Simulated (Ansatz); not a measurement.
Records of electronic-structure calculations.

```xyz
20
Lattice="11.770 0.000 0.000 0.000 3.962 0.000 0.000 0.000 11.620" Properties=species:S:1:pos:R:3 pbc="T T T" subject="From HSE06 to G0W0: Sb2Se3 (Antimonselite)" method="G0W0 on HSE06, plane waves, PAW (and 1 further level or step)" program="Ansatz 0.2.0" settings_of_one_run="cutoff 420 eV, 2×4×2 k-mesh, default PAW, empty bands 659, screening cutoff 66 eV, screening contour deformation, QP bands (v2, c2), PAW set soft 2" cost="2 runs, 2.9 min in all on 1 × NVIDIA GB200 (shared by 2 runs) with 32 threads of Arm Neoverse V2, shared host (the runs of this entry)" notes="In doubt: masses and optical values from hybrid runs of this build are listed as unsure (in some of the runs), which bears on the screening that GW takes from such a start. The cell and positions come from the Crystallography Open Database and are kept as given unless a step says otherwise. Limits: no spin-orbit coupling. Bands and cutoff are finite, so the gap is not at the basis limit. The miss can reach some tenths of an eV and take either sign; the mesh is an error of its own. The 2×4×2 mesh is coarse for this cell (its supercell is 16 Å along the shortest edge). The RPA ε∞ on it, from the HSE06 start, is 8.66, 12.88 and 13.25; such meshes misread the long-range screening, most where the gap is narrow." hse06_gap="1.49 eV, indirect (only 5 meV under the direct gap)" g0w0_gap_on_the_mesh="1.49 eV, from k = Γ to k = (0.000, 0.000, -0.500)" g0w0_gap_over_the_zone_rigid_shift="1.48 eV" gw_settings="2×4×2 mesh, 659 empty bands, screening to 66 eV" known_limits="not at the basis limit; no spin-orbit coupling; coarse k mesh"
Sb    0.359    0.991    3.811
Sb   11.411    2.972    7.809
Sb    5.526    2.972    9.621
Sb    6.244    0.991    1.999
Sb    1.740    2.972    0.461
Sb   10.030    0.991   11.159
Sb    4.145    0.991    6.271
Sb    7.625    2.972    5.349
Se    0.629    0.991   10.147
Se   11.141    2.972    1.473
Se    5.256    2.972    4.337
Se    6.514    0.991    7.283
Se    1.532    2.972    5.152
Se   10.238    0.991    6.468
Se    4.353    0.991   10.962
Se    7.417    2.972    0.658
Se    2.509    0.991    2.248
Se    9.261    2.972    9.372
Se    3.376    2.972    8.058
Se    8.394    0.991    3.562
```

[Paths, hosts, dates, memory and timing lines, banners, echoed tables and standing remarks are left out of the program output.]

[Logs are printed without paths, hosts, clocks, repeated set-up lines and the standing remarks that a program may print on its own settings, such as how far it seeks lower states.]

[Runs of the session that timed out or met a known fault of the program may be left out.]

[Cells called generated may have been cut or substituted from an entry of the Crystallography Open Database or the Materials Project.]

[Hosts, paths, dates, database ids (printed as entryN), source tags and the programs' standing remarks are cut or masked in the printed files.]
